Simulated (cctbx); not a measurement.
# Lattice, Laue class and space group of a new crystal

Cell: a = 4.0800 Å, b = 4.0800 Å, c = 14.2710 Å, α = 90.00°, β = 90.00°, γ = 90.00°. Expected content of the cell: Rb2 Sc4 P4.

The data are simulated with cctbx, not measured: Cu Kα, λ = 1.54184 Å, to d = 0.83 Å, 95 % of the full sphere, strongest reflection 40000 counts, noise from counting, a 6 % proportional error and a noise floor of 2 counts (s.d.); no absorption.

A first pass over the reflections prints:

```text
1631 reflections to d = 0.832 A
centring   violations  <I/sigma> of those
    A        383 of   821      6.7
    B        387 of   824      6.7
    C        400 of   781      7.6
    I          0 of   813     -0.0
    R        542 of  1088      7.1
    F        585 of  1213      7.0
Laue class    unique    Rint  (classes that these axes allow; Friedel mates merged)
I 1 2/m 1         247   0.037
I 1 1 2/m         228   0.039
I 2/m 1 1         247   0.037
I m m m           146   0.041
I 4/m             118   0.042
I 4/m m m          88   0.043
space group    extra absences  I>4sigma  <I/sigma>
I 4 2 2                 0          0         -  acentric
I 4 m m                 0          0         -  acentric
I -4 m 2                0          0         -  acentric
I -4 2 m                0          0         -  acentric
I 4/m m m               0          0         -  centric
Wilson B = 2.05 A^2   <|E^2-1|> = 0.717 (0.968 centric, 0.736 acentric)   E^2>4: 1.1 %
shell (A)         n   <I/sigma>
 7.14 - 1.59     17     38.3
 1.59 - 1.26     15     39.7
 1.26 - 1.10     11     43.9
 1.10 - 1.00     12     35.3
 1.00 - 0.93     12     42.8
 0.93 - 0.88     12     37.2
 0.88 - 0.83      9     38.3
```

**Question.** What are the lattice type, the Laue class and the likely space group?

The reflections that I centring forbids are absent (⟨I/σ⟩ near 0), so the lattice is I.

Rint stays low (0.037 to 0.043) up to I 4/m m m, the highest class in these axes.

5 settings pass the absence test. No glide or screw absences show, which leaves I 4 2 2, I 4 m m, I -4 m 2, I -4 2 m and I 4/m m m.

⟨|E²−1|⟩ = 0.717 leans to a non-centrosymmetric structure. Here that hint misleads: the statistic assumes many like atoms on general positions, and few, heavy or special-position atoms break it. The Wilson B of 2.05 Å² means U ≈ 0.0260 Å².

The true group is I4/mmm (no. 139), Laue class 4/mmm, centrosymmetric. The tables only narrow the choice to the tied entries; cell content, site symmetry and trial solutions must settle it.

The model is made up (kin elements in a known structure type, no relaxation), so it says nothing on whether the phase exists.

[Logs are printed without paths, hosts, clocks, repeated set-up lines and the standing remarks that a program may print on its own settings, such as how far it seeks lower states.]
